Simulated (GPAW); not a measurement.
**K2Pt (Fm-3m): G0W0 with GPAW, start to end**

Aim: the G0W0 gap of K2Pt (Fm-3m) on LDA, step by step.

Method: LDA and many-body steps on it, plane waves, in GPAW 26.7.0.

**1. Set-up**

The structure is cubic, space group Fm-3m (No. 225). The conventional cell has a = 7.563 Å, b = 7.563 Å, c = 7.563 Å, α = 90.00°, β = 90.00°, γ = 90.00°. Nearest to K lie 4 Pt at 3.27 Å. Pt has 8 K at 3.27 Å nearest. Farther neighbours are not listed.

The cell and positions are those that the Materials Project relaxed with its own functionals (PBE, PBE+U or r2SCAN), kept fixed. Spin-orbit coupling is left out unless a step names it.

**2. Ground state**

This step: GPAW 26.7.0; DFT, LDA, plane waves, PAW.

The ground-state density comes first.

Input file run.py:

```python
import json
import numpy as np
from gpaw.mpi import world
from ase import Atoms
from gpaw import GPAW, PW, FermiDirac

atoms = Atoms(['K', 'K', 'Pt'],
    cell=[[0.0000000000, 3.7814631400, 3.7814631400],
      [3.7814631400, 0.0000000000, 3.7814631400],
      [3.7814631400, 3.7814631400, 0.0000000000]],
    scaled_positions=[[0.7500000000, 0.7500000000, 0.7500000000],
      [0.2500000000, 0.2500000000, 0.2500000000],
      [0.0000000000, 0.0000000000, 0.0000000000]],
    pbc=(True, True, True))
calc = GPAW(mode=PW(450),
    xc='LDA',
    kpts={'size': (6, 6, 6), 'gamma': True},
    occupations=FermiDirac(0.001),
    nbands=-7,
    convergence={'density': 1e-6, 'bands': -3},
    maxiter=100,
    txt='gs.txt')
atoms.calc = calc
res = {'energy': atoms.get_potential_energy()}
kpts = calc.get_ibz_k_points()
res['kpts'] = kpts
res['eigenvalues'] = [calc.get_eigenvalues(kpt=k) for k in range(len(kpts))]
res['n_electrons'] = calc.get_number_of_electrons()
calc.write('gs.gpw')

if world.rank == 0:
    with open('result.json', 'w') as f:
        json.dump(res, f, default=lambda x: x.tolist())
```

Run with:

```
> mpirun -n 4 gpaw python run.py
```

Numbers of over 12 decimals in the logs are rounded to 6 here.

The program printed:

```text
__  _  _
 | _ |_)|_||  |
 |__||  | ||/\| - 26.7.0

Input parameters:
  mode=PW(ecut=450.000000),
  convergence={'density': 1e-06, 'bands': -3},
  kpts=MonkhorstPack(size=(6, 6, 6), gamma=True),
  maxiter=100,
  nbands=-7,
  occupations=Occupations(name='fermi-dirac', width=0.001, fixmagmom=False),
  xc=XC(name='LDA')
  [... matrices ...]
Diagonalizing LCAO Hamiltonian
Converting LCAO to pw mode

                         K

             K

       Pt

Atoms  # Å, Bohr magnetons
|   | symbol |        x |        y |        z |    initial magnetic moments |
| 0 |      K | 5.672195 | 5.672195 | 5.672195 | ( 0.0000,  0.0000,  0.0000) |
| 1 |      K | 1.890732 | 1.890732 | 1.890732 | ( 0.0000,  0.0000,  0.0000) |
| 2 |     Pt | 0.000000 | 0.000000 | 0.000000 | ( 0.0000,  0.0000,  0.0000) |

Unit cell  # Å
| periodic |        x |        y |        z |  lengths |    angles |
|      yes | 0.000000 | 3.781463 | 3.781463 | 5.347796 | 60.000000 |
|      yes | 3.781463 | 0.000000 | 3.781463 | 5.347796 | 60.000000 |
|      yes | 3.781463 | 3.781463 | 0.000000 | 5.347796 | 60.000000 |

Number of symmetries: 48
Symmetry operations  # r_c * U_cc + t_c -> r_c
|    | kind |            matrix            |
|  0 |  σ   |  1, 0, 0,  1, 0,-1,  1,-1, 0 |
|  1 |  C2  |  1, 0, 0,  1,-1, 0,  1, 0,-1 |
|  2 |  E   |  1, 0, 0,  0, 1, 0,  0, 0, 1 |
|  3 |  σ   |  1, 0, 0,  0, 0, 1,  0, 1, 0 |
|  4 |  C4  |  1, 0,-1,  1, 0, 0,  1,-1, 0 |
|  5 |  S6  |  1, 0,-1,  1,-1, 0,  1, 0, 0 |
|  6 |  σ   |  1, 0,-1,  0, 1,-1,  0, 0,-1 |
|  7 |  C3  |  1, 0,-1,  0, 0,-1,  0, 1,-1 |
|  8 |  S6  |  1,-1, 0,  1, 0, 0,  1, 0,-1 |
|  9 |  C4  |  1,-1, 0,  1, 0,-1,  1, 0, 0 |
| 10 |  C3  |  1,-1, 0,  0,-1, 1,  0,-1, 0 |
| 11 |  σ   |  1,-1, 0,  0,-1, 0,  0,-1, 1 |
| 12 |  σ   |  0, 1, 0,  1, 0, 0,  0, 0, 1 |
| 13 |  C4  |  0, 1, 0,  0, 1,-1, -1, 1, 0 |
| 14 |  C3  |  0, 1, 0,  0, 0, 1,  1, 0, 0 |
| 15 |  S6  |  0, 1, 0, -1, 1, 0,  0, 1,-1 |
| 16 |  C2  |  0, 1,-1,  1, 0,-1,  0, 0,-1 |
| 17 |  σ   |  0, 1,-1,  0, 1, 0, -1, 1, 0 |
| 18 |  S4  |  0, 1,-1,  0, 0,-1,  1, 0,-1 |
| 19 |  C4  |  0, 1,-1, -1, 1, 0,  0, 1, 0 |
| 20 |  C3  |  0, 0, 1,  1, 0, 0,  0, 1, 0 |
| 21 |  σ   |  0, 0, 1,  0, 1, 0,  1, 0, 0 |
| 22 |  S6  |  0, 0, 1,  0,-1, 1, -1, 0, 1 |
| 23 |  C4  |  0, 0, 1, -1, 0, 1,  0,-1, 1 |
| 24 |  S4  |  0, 0,-1,  1, 0,-1,  0, 1,-1 |
| 25 |  C3  |  0, 0,-1,  0, 1,-1,  1, 0,-1 |
| 26 |  C2  |  0, 0,-1,  0,-1, 0, -1, 0, 0 |
| 27 |  S6  |  0, 0,-1, -1, 0, 0,  0,-1, 0 |
| 28 |  S4  |  0,-1, 1,  1,-1, 0,  0,-1, 0 |
| 29 |  C4  |  0,-1, 1,  0, 0, 1, -1, 0, 1 |
| 30 |  C2  |  0,-1, 1,  0,-1, 0,  1,-1, 0 |
| 31 |  σ   |  0,-1, 1, -1, 0, 1,  0, 0, 1 |
| 32 |  C3  |  0,-1, 0,  1,-1, 0,  0,-1, 1 |
| 33 |  S6  |  0,-1, 0,  0, 0,-1, -1, 0, 0 |
| 34 |  S4  |  0,-1, 0,  0,-1, 1,  1,-1, 0 |
| 35 |  C2  |  0,-1, 0, -1, 0, 0,  0, 0,-1 |
| 36 |  C2  | -1, 1, 0,  0, 1, 0,  0, 1,-1 |
| 37 |  S6  | -1, 1, 0,  0, 1,-1,  0, 1, 0 |
| 38 |  S4  | -1, 1, 0, -1, 0, 1, -1, 0, 0 |
| 39 |  C3  | -1, 1, 0, -1, 0, 0, -1, 0, 1 |
| 40 |  S6  | -1, 0, 1,  0, 0, 1,  0,-1, 1 |
| 41 |  C2  | -1, 0, 1,  0,-1, 1,  0, 0, 1 |
| 42 |  C3  | -1, 0, 1, -1, 1, 0, -1, 0, 0 |
| 43 |  S4  | -1, 0, 1, -1, 0, 0, -1, 1, 0 |
| 44 |  C2  | -1, 0, 0,  0, 0,-1,  0,-1, 0 |
| 45 |  i   | -1, 0, 0,  0,-1, 0,  0, 0,-1 |
| 46 |  σ   | -1, 0, 0, -1, 1, 0, -1, 0, 1 |
| 47 |  C2  | -1, 0, 0, -1, 0, 1, -1, 1, 0 |

BZ-sampling:
  Number of BZ points: 216
  Number of IBZ points: 16

  Monkhorst-Pack size: [6, 6, 6]
  Monkhorst-Pack shift: [0.083333, 0.083333, 0.083333]

K-points  # in reciprocal-cell coordinates
|     |                                coordinates |     weight |
|   0 | (  0.00000000,   0.00000000,   0.00000000) | 0.00462963 |
|   1 | (  0.16666667,   0.16666667,   0.00000000) | 0.02777778 |
|   2 | (  0.16666667,   0.16666667,   0.16666667) | 0.03703704 |
|   3 | (  0.33333333,   0.16666667,   0.16666667) | 0.05555556 |
|   4 | (  0.33333333,   0.33333333,  -0.33333333) | 0.05555556 |
|   5 | (  0.33333333,   0.33333333,   0.00000000) | 0.02777778 |
|   6 | (  0.33333333,   0.33333333,   0.16666667) | 0.11111111 |
|   7 | (  0.33333333,   0.33333333,   0.33333333) | 0.03703704 |
|   8 | (  0.50000000,   0.33333333,  -0.33333333) | 0.11111111 |
|   9 | (  0.50000000,   0.33333333,  -0.16666667) | 0.05555556 |
| ... |                                            |            |
|  15 | (  0.50000000,   0.50000000,   0.50000000) | 0.01851852 |

Plane wave coefficients: 2397
Cutoff: 450.000000 eV

Spin-components: 1 (collinear spins)
Bands:           24
Projectors:      16
Spin-degeneracy: 2
Datatype:        complex128

  Storage: CPU
  Wave functions: 14_727_168 bytes (3_681_792 per core)
  Projectors: 14_113_536 bytes (3_528_384 per core)
  [... matrices ...]
Parallelization:
  kpt:    4
  domain: 1
  band:   1

Density:
  Valence electrons: 34.0
  Components: 1
  Grid points: [27 27 27]
  Charge: 0.0  # |e|

Potential:
  Grid points: [27 27 27]

species:
  K:
    name:    Potassium
    Z:       19.0
    valence: 9
    core:    10
    charge:  0.0  # [|e|]
    compensation charges:
      type: gauss
      rc: 0.35  # [Å]
      lmax: 2
    cutoffs:
      filter: 1.91  # [Å]
      core: 1.27  # [Å]
    projectors
    | kind |    occ | energy [eV] | rcut [Å] |
    |   3s |  2.000 |     -35.177 |    1.122 |
    |   4s |  1.000 |      -2.428 |    1.122 |
    |   3p |  6.000 |     -18.839 |    1.106 |
    |    p |        |       8.373 |    1.106 |
    |    d |        |       0.000 |    0.937 |

    Using partial waves for K as LCAO basis

  Pt:
    name:    Platinum
    Z:       78.0
    valence: 16
    core:    62
    charge:  0.0  # [|e|]
    compensation charges:
      type: gauss
      rc: 0.41  # [Å]
      lmax: 2
    cutoffs:
      filter: 2.26  # [Å]
      core: 2.26  # [Å]
    projectors
    | kind |    occ | energy [eV] | rcut [Å] |
    |   6s |  1.000 |      -5.930 |    1.307 |
    |   5p |  6.000 |     -56.318 |    1.371 |
    |   6p |  0.000 |      -0.962 |    1.371 |
    |   5d |  9.000 |      -6.387 |    1.307 |
    |    s |        |      21.281 |    1.307 |
    |    d |        |      20.825 |    1.307 |

    Using partial waves for Pt as LCAO basis

Reference energy: -532778.088840  # eV

eigensolver:
  PPCG
  Converge bands: -3
  niter=2

density mixing:
  MSR1-Mixer
  Pratt-step length: 0.05
  Maximum mixing coefficient: 0.75
  Old densities: 10
  SVD Regularization: 0.005
  Good broyden scale: 1.0
  Trust region scale: 1.0
  Backstep threshold: 4.0
  History deletion threshold: 6.0
  Fourier metric: weight=20.0, sigma=0.015

occupation numbers:
  Fermi-Dirac:
    width: 0.0010  # eV

poisson solver:
  ecut: 3600.000000  # eV

xc functional:
  name: None

Initialization done in: 0.985 s

convergence criteria:
- Maximum integral of absolute [dens]ity change: 1e-06 electrons / valence electron
- Maximum [total energy] change in last 3 cyles: 0.0005 eV / valence electron
- Maximum integral of absolute [eigenst]ate change: 4e-08 eV^2 / valence electron
maximum number of iterations: 100

SCF iterations
|iter     |     time |      energy | eigst |  dens |
|iter:   1|  |  -10.917788 | +0.52 |       |
|iter:   2|  |  -10.802154 | -0.22 | -1.28 |
|iter:   3|  |  -10.263247 | -0.93 | -1.32 |
|iter:   4|  |  -10.188625 | -1.66 | -1.67 |
|iter:   5|  |  -10.190344 | -3.11 | -2.17 |
|iter:   6|  |  -10.190783c| -3.95 | -2.66 |
|iter:   7|  |  -10.190809c| -4.63 | -3.41 |
|iter:   8|  |  -10.190809c| -5.19 | -3.83 |
|iter:   9|  |  -10.190809c| -5.76 | -4.51 |
|iter:  10|  |  -10.190809c| -6.17 | -4.93 |
|iter:  11|  |  -10.190809c| -6.62 | -5.88 |
|iter:  12|  |  -10.190809c| -7.12 | -6.45c|
|iter:  13|  |  -10.190809c| -7.56c| -6.75c|

Converged in 13 steps
SCF loop duration: 2.343 s (0.180 s/step)
Energy contributions relative to reference atoms: (reference = -532778.088840)
  [... matrices ...]
Energy contributions:
  Kinetic:         -18.516621
  Coulomb:          20.277985
  Zero:             -1.912018
  External:          0.000000
  Xc:              -10.040155
  Entropy:          -0.000000
  Spinorbit:         0.000000
  ----------------------------
  Free energy:     -10.190809
  Extrapolated:    -10.190809

dipole moment: (-25.659459, -25.659459, -25.659459)  # |e|*Ang

Fermi level: 1.934
Eigenvalues  # (at kpt = [0.000, 0.000, 0.000])
| band index |      eig [eV] | occ [0-2] |
|          0 |       -47.879 |     2.000 |
|        ... |               |           |
|          9 |       -11.295 |     2.000 |
|         10 |       -11.295 |     2.000 |
|         11 |        -0.578 |     2.000 |
|         12 |         1.482 |     2.000 |
|         13 |         1.482 |     2.000 |
|         14 |         1.616 |     2.000 |
|         15 |         1.616 |     2.000 |
|         16 |         1.616 |     2.000 |
|         17 |         5.170 |     0.000 |
|         18 |         5.170 |     0.000 |
|         19 |         5.170 |     0.000 |
|         20 |         7.241 |     0.000 |
|         21 |         7.467 |     0.000 |
|         22 |         7.467 |     0.000 |
|         23 |        10.564 |     0.000 |

Gap: 1.314 eV
Transition (v -> c):
  (s=0, k=12, n=16, [0.50, 0.50, 0.00]) -> (s=0, k=15, n=17, [0.50, 0.50, 0.50])
Direct/indirect transitions are different
Direct gap: 1.384 eV
Transition at: (s=0, k=15, n=16, [0.50, 0.50, 0.50])
# Writing to gs.gpw (mode='')
  [... matrices ...]
```

The job ended after 4.6 s (4 MPI ranks of AMD EPYC 9R45, shared host; peak memory 0.74 GiB).

Numbers from this step:

| Quantity | Value |
| --- | --- |
| total energy | -10.19 eV |
| gap | 1.314 eV |
| k of the valence top | 0.5, 0.5, 0 |
| k of the conduction bottom | 0.5, 0.5, 0.5 |
| least direct gap | 1.384 eV |

The gap is indirect, with the least direct gap 0.07 eV higher.

**3. Empty states on the mesh, 2×2×2 mesh, 373 bands**

The sums over transitions need many empty states on a uniform mesh; this step solves for them.

Input file run.py:

```python
import json
import numpy as np
from gpaw.mpi import world
from gpaw import GPAW

calc = GPAW('gs.gpw').fixed_density(kpts={'size': (2, 2, 2), 'gamma': True},
    parallel={'domain': 1, 'band': 1},
    txt='nscf.txt')
calc.diagonalize_full_hamiltonian(nbands=373)
calc.write('full.gpw', mode='all')
res = {}
kpts = calc.get_ibz_k_points()
res['kpts'] = kpts
res['eigenvalues'] = [calc.get_eigenvalues(kpt=k) for k in range(len(kpts))]
res['n_electrons'] = calc.get_number_of_electrons()

if world.rank == 0:
    with open('result.json', 'w') as f:
        json.dump(res, f, default=lambda x: x.tolist())
```

Run with:

```
> mpirun -n 3 gpaw python run.py
```

The program printed:

```text
Diagonalizing LCAO Hamiltonian
Converting LCAO to pw mode
convergence criteria:
- Maximum integral of absolute [eigenst]ate change: 4e-08 eV^2 / valence electron
maximum number of iterations: 100

SCF iterations
|iter     |     time |      energy | eigst |  dens |
|iter:   1|  |             | +0.49 |       |
|iter:   2|  |             | -0.30 |       |
|iter:   3|  |             | -1.47 |       |
[...]
|iter:  22|  |             | -7.25 |       |
|iter:  23|  |             | -7.40 |       |
|iter:  24|  |             | -7.57c|       |
SCF steps: 24
  __  _  _
 | _ |_)|_||  |
 |__||  | ||/\| - 26.7.0

Input parameters:
  mode=PW(ecut=450.000000),
  convergence={'density': 1e-06, 'bands': -3},
  gpts=array([27, 27, 27]),
  kpts=MonkhorstPack(size=(2, 2, 2), gamma=True),
  maxiter=100,
  nbands=24,
  occupations=Occupations(name='fermi-dirac', width=0.001, fixmagmom=False),
  parallel={'domain': 1, 'band': 1},
  xc=XC(name='LDA')
Matrix size: 2397x2397
# Writing to full.gpw (mode='all')
  [... matrices ...]

timing:  # [seconds]
  Total: 4.931  # ━━━━━━━━━━━━━━━━━━━━━━━━━━━━━━━━━━━━━━━━━━━━━━━━━━━━━━━━━━━
```

It took 8.2 s on 3 MPI ranks; peak memory 1.6 GiB.

Numbers from this step:

- gap: 1.314 eV
- k of the valence top: 0.5, 0.5, 0
- k of the conduction bottom: 0.5, 0.5, 0.5
- least direct gap: 1.384 eV
- k points computed: 3
- lowest point of the top converged band, above the valence top: 121.8610 eV

On this mesh the gap is 1.314 eV.

**4. Screening and self-energy, 2×2×2 mesh, 169 bands, screening to 78 eV**

G0W0 replaces the xc potential by the self-energy, built once from these orbitals. Only a window of levels is corrected, while the sums run over the empty bands that the input names.

This step: G0W0 on LDA, plane waves, PAW.

Input file run.py:

```python
import json
import numpy as np
from gpaw.mpi import world
from gpaw.response.g0w0 import G0W0

gw = G0W0('full.gpw',
    filename='gw',
    kpts=[0, 1, 2],
    bands=(15, 19),
    ecut=78,
    nbands=169,
    integrate_gamma='WS',
    ppa=True)
gw.calculate()
res = {mode: {k: v for k, v in r.items() if k != 'sigma_eskwn'}
       for mode, r in gw.all_results.items()}

if world.rank == 0:
    with open('result.json', 'w') as f:
        json.dump(res, f, default=lambda x: x.tolist())
```

Run with:

```
> mpirun -n 4 gpaw python run.py
```

The program printed:

```text
Using integrator: PointIntegrator
FrequencyGridDescriptor(from 0.000+0.000j to 0.000+27.211j eV, 2 points)
Nonperiodic BCs:  [False False False]
Using integrator: PointIntegrator
FrequencyGridDescriptor(from 0.000+0.000j to 0.000+27.211j eV, 2 points)
Nonperiodic BCs:  [False False False]
  ___  _ _ _
 |   || | | |
 | | || | | |
 |__ ||_____|
 |___|

BZ k-points: Symmetries present (total): 48

  [... matrices ...]
8 k-points: 2 x 2 x 2 Monkhorst-Pack grid + [1/4,1/4,1/4]
3 k-points in the irreducible part of the Brillouin zone
       k-points in crystal coordinates                weights
   0:     0.00000000    0.00000000    0.00000000          1/8
   1:     0.50000000    0.50000000    0.00000000          3/8
   2:     0.50000000    0.50000000    0.50000000          4/8

Distributing spins, k-points and bands (1 x 3 x 4) over 4 processes
Number of blocks: 1

Quasi particle states:
k-points (IBZ indices): [0, 1, 2]
Band range: (15, 19)
  [... matrices ...]
Computational parameters:
Plane wave cut-off: 78 eV
Number of bands: 169
Coulomb cutoff: None
Broadening: 0.1 eV

fxc modes: GW
Kernel: RPA
Using Godby-Needs plasmon-pole approximation:
  Fitting energy: i*E0, E0 = 1.000 Hartree
Summing all q:

Calculating screened Coulomb potential
No Coulomb truncation
FrequencyGridDescriptor(from 0.000+0.000j to 0.000+27.211j eV, 2 points)
Removing empty qpoint cache files...

Calculating chi0 body with:
    Ground state adapter containing:
    Number of spins: 1
    Number of kpoints: 8
    Number of irreducible kpoints: 3
    Number of completely occupied states: 17
    Number of partially occupied states: 17
    Occupied states memory: 5.105759 M / cpu

    Linear response parametrization:
    q_c: [0.0, 0.0, 0.0]
    Number of frequency points: 2
    Planewave cutoff: 78.0
    Number of bands: 169
    Number of planewaves: 169
    Broadening (eta): 1e-06
    comm.size: 4
    kncomm.size: 4
    blockcomm.size: 1

    Memory estimate of potentially large arrays:
        chi0_wGG: 0.871613 M / cpu
Integrating chi0 body.

Symmetries of q_c:
    Direct symmetries (Uq -> q): 48
    Indirect symmetries (TUq -> q): 0
In total 48 allowed symmetries.

  [... matrices ...]
3 groups of equivalent kpoints. 62.5% reduction.

Integral kind: response function
Integrating chi0 head and wings.

Symmetries of q_c:
    Direct symmetries (Uq -> q): 48
    Indirect symmetries (TUq -> q): 0
In total 48 allowed symmetries.

  [... matrices ...]
3 groups of equivalent kpoints. 62.5% reduction.

Integral kind: response function wings

Calculating chi0 body with:
    Ground state adapter containing:
    Number of spins: 1
    Number of kpoints: 8
    Number of irreducible kpoints: 3
    Number of completely occupied states: 17
    Number of partially occupied states: 17
    Occupied states memory: 5.105759 M / cpu

[... the further q-points ...]

Results:
f:      Occupation numbers
eps:     KS-eigenvalues [eV]
vxc:     KS vxc [eV]
exx:     Exact exchange [eV]
sigma:   Self-energies [eV]
dsigma:  Self-energy derivatives
Z:       Renormalization factors
qp:      QP-energies [eV]

k-point 0 (0): (0.000, 0.000, 0.000)                GW
band       f     eps     vxc     exx   sigma  dsigma       Z      qp
                                                                   GW
  15   1.000   1.616 -23.506 -28.169   4.110  -0.301   0.769   1.191
  16   1.000   1.616 -23.506 -28.169   4.110  -0.301   0.769   1.191
  17   0.000   5.170  -9.605  -5.049  -3.282  -0.248   0.801   6.191
  18   0.000   5.170  -9.605  -5.049  -3.282  -0.248   0.801   6.191

k-point 1 (1): (0.500, 0.500, 0.000)                GW
band       f     eps     vxc     exx   sigma  dsigma       Z      qp
                                                                   GW
  15   1.000   1.622 -23.551 -28.230   4.147  -0.302   0.768   1.212
  16   1.000   1.679 -23.557 -28.048   3.996  -0.306   0.766   1.299
  17   0.000   3.196  -8.796  -4.859  -3.087  -0.238   0.808   3.883
  18   0.000   5.406 -10.544  -6.637  -3.175  -0.235   0.810   5.999

k-point 2 (2): (0.500, 0.500, 0.500)                GW
band       f     eps     vxc     exx   sigma  dsigma       Z      qp
                                                                   GW
  15   1.000   1.608 -23.430 -28.072   4.104  -0.300   0.769   1.195
  16   1.000   1.608 -23.430 -28.072   4.104  -0.300   0.769   1.195
  17   0.000   2.993  -8.108  -4.467  -2.996  -0.220   0.820   3.521
  18   0.000   5.815 -10.510  -5.846  -3.351  -0.212   0.825   6.898
```

Elapsed: 8.5 s, on 4 MPI ranks; peak memory 1.3 GiB; 33 s of CPU time.

Numbers from this step:

```yaml
g0w0_gap_on_the_points_computed: 2.222 eV
least_direct_g0w0_gap_on_the_computed_points: 2.326 eV
z_at_the_valence_top: 0.7657
z_at_the_conduction_bottom: 0.8196
starting_gap_on_the_mesh: 1.314 eV
k_of_the_valence_top: 0.5, 0.5, 0
k_of_the_conduction_bottom: 0.5, 0.5, 0.5
```

The gap on the mesh goes from 1.31 eV to 2.22 eV, a correction of +0.91 eV.

Limits: finite bands, cutoff and mesh; no spin polarisation; d states lean on the start; no spin-orbit coupling; coarse k mesh. v1 is the top filled band, c1 the lowest empty one. The levels before and after the correction (eV, zero at the valence-band top of each column):

|  | conduction bottom | valence top |
| --- | --- | --- |
| Kohn-Sham | 1.31 | 0.00 |
| G0W0 | 2.22 | 0.00 |

|  | level | energy (eV) |
| --- | --- | --- |
| Kohn-Sham | (0.5 0.5 0) v2 | -0.057 |
| Kohn-Sham | (0.5 0.5 0) v1 | 0.000 |
| Kohn-Sham | (0.5 0.5 0) c1 | 1.518 |
| Kohn-Sham | (0.5 0.5 0) c2 | 3.728 |
| Kohn-Sham | (0.5 0.5 0.5) v2-v1 | -0.070 |
| Kohn-Sham | (0.5 0.5 0.5) c1 | 1.314 |
| Kohn-Sham | (0.5 0.5 0.5) c2 | 4.137 |
| G0W0 | (0.5 0.5 0) v2 | -0.087 |
| G0W0 | (0.5 0.5 0) v1 | 0.000 |
| G0W0 | (0.5 0.5 0) c1 | 2.583 |
| G0W0 | (0.5 0.5 0) c2 | 4.700 |
| G0W0 | (0.5 0.5 0.5) v2-v1 | -0.104 |
| G0W0 | (0.5 0.5 0.5) c1 | 2.222 |
| G0W0 | (0.5 0.5 0.5) c2 | 5.599 |

**5. Where the time went**

Times are wall times on the hardware named with each run, good to a factor of about two.

| step | time | share | memory (GiB) |
| --- | --- | --- | --- |
| ground state | 4.6 s | 22 % | 0.74 |
| empty states on the mesh | 8.2 s | 39 % | 1.6 |
| screening and self-energy | 8.5 s | 40 % | 1.3 |

**6. What came out**

* LDA gap: 1.31 eV, indirect
* G0W0 gap on the mesh: 2.22 eV
* GW settings: 2×2×2 mesh, 169 bands, screening to 78 eV, Godby-Needs plasmon pole
* known limits: not at the basis limit; no spin polarisation; d states lean on the start; no spin-orbit coupling; coarse k mesh

In words: G0W0 moves the gap on the mesh from 1.31 eV to 2.22 eV (+0.91 eV), with Z of 0.77 and 0.82 at the edges. Bands and cutoff are finite, so the gap is not at the basis limit. The miss can reach some tenths of an eV and take either sign; the mesh is an error of its own. These stock PAW sets were not made for GW. The 2×2×2 mesh is coarse for this cell, which bears on the long-range parts of exchange and screening. The runs have no spin polarisation. For a closed low-spin shell that is the natural state; where a d or f shell is open it is a constraint, and the gap is then not the crystal's own. With d states at the gap, one-shot GW leans hard on its start. The many-body steps are scalar-relativistic: spin-orbit coupling is not in them.

[Paths, hosts, dates, memory and timing lines, banners, echoed tables and standing remarks are left out of the program output.]

[Logs are printed without paths, hosts, clocks, repeated set-up lines and the standing remarks that a program may print on its own settings, such as how far it seeks lower states.]

[Runs of the session that timed out or met a known fault of the program may be left out.]

[Hosts, paths, dates, database ids (printed as entryN), source tags and the programs' standing remarks are cut or masked in the printed files.]
